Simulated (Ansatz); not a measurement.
G0W0 rungs for KI (Fm-3m).

Symmetry: Fm-3m, No. 225, cubic system. The conventional cell has a = 7.066 Å, b = 7.066 Å, c = 7.066 Å, α = 90.00°, β = 90.00°, γ = 90.00°. K has 6 I at 3.53 Å nearest. I has 6 K at 3.53 Å nearest. Farther neighbours and most contacts between anions are not listed.

```xyz
2
Lattice="0.0000 3.5328 3.5328 3.5328 0.0000 3.5328 3.5328 3.5328 0.0000" Properties=species:S:1:pos:R:3 pbc="T T T"
K     0.0000    0.0000    0.0000
I     3.5328    3.5328    3.5328
```

The cell and positions come from the Crystallography Open Database and are kept as given unless a step says otherwise. Spin-orbit coupling is left out unless a run names it. PAW set soft_2, made with PBE.

Runs so far (Ansatz 0.2.0, start PBE, default PAW files, 4×4×4 mesh). Times are wall times on 1 × NVIDIA H100 80GB HBM3 (shared by 6 runs) with 3 threads of AMD EPYC 7R13 (Zen 3), shared host, good to a factor of about two.

```
bands summed  cutoff (eV)  gap on the mesh (eV)   time
         106           60                 5.852   10 s
         276          120                 6.080  9.9 s
```

Question: What should the next rung give, with 579 bands and screening to 200 eV, and where is the limit?

The error falls about as one over the bands when the cutoff rises with them. A line through the two highest rungs given predicts 6.154 eV; the run gave 6.147 eV, close to it. The two highest rungs put the limit near 6.208 eV, the pair below near 6.222 eV; their difference is a rough measure of what is unsettled in bands and cutoff; the mesh is a separate error.

Gaps are over the mesh's points; an edge off the mesh would be missed. Limits: not at the basis limit; no spin-orbit coupling.

[Paths, hosts, dates, memory and timing lines, banners, echoed tables and standing remarks are left out of the program output.]

[Logs are printed without paths, hosts, clocks, repeated set-up lines and the standing remarks that a program may print on its own settings, such as how far it seeks lower states.]

[Runs of the session that timed out or met a known fault of the program may be left out.]

[Cells called generated may have been cut or substituted from an entry of the Crystallography Open Database or the Materials Project.]

[Hosts, paths, dates, database ids (printed as entryN), source tags and the programs' standing remarks are cut or masked in the printed files.]
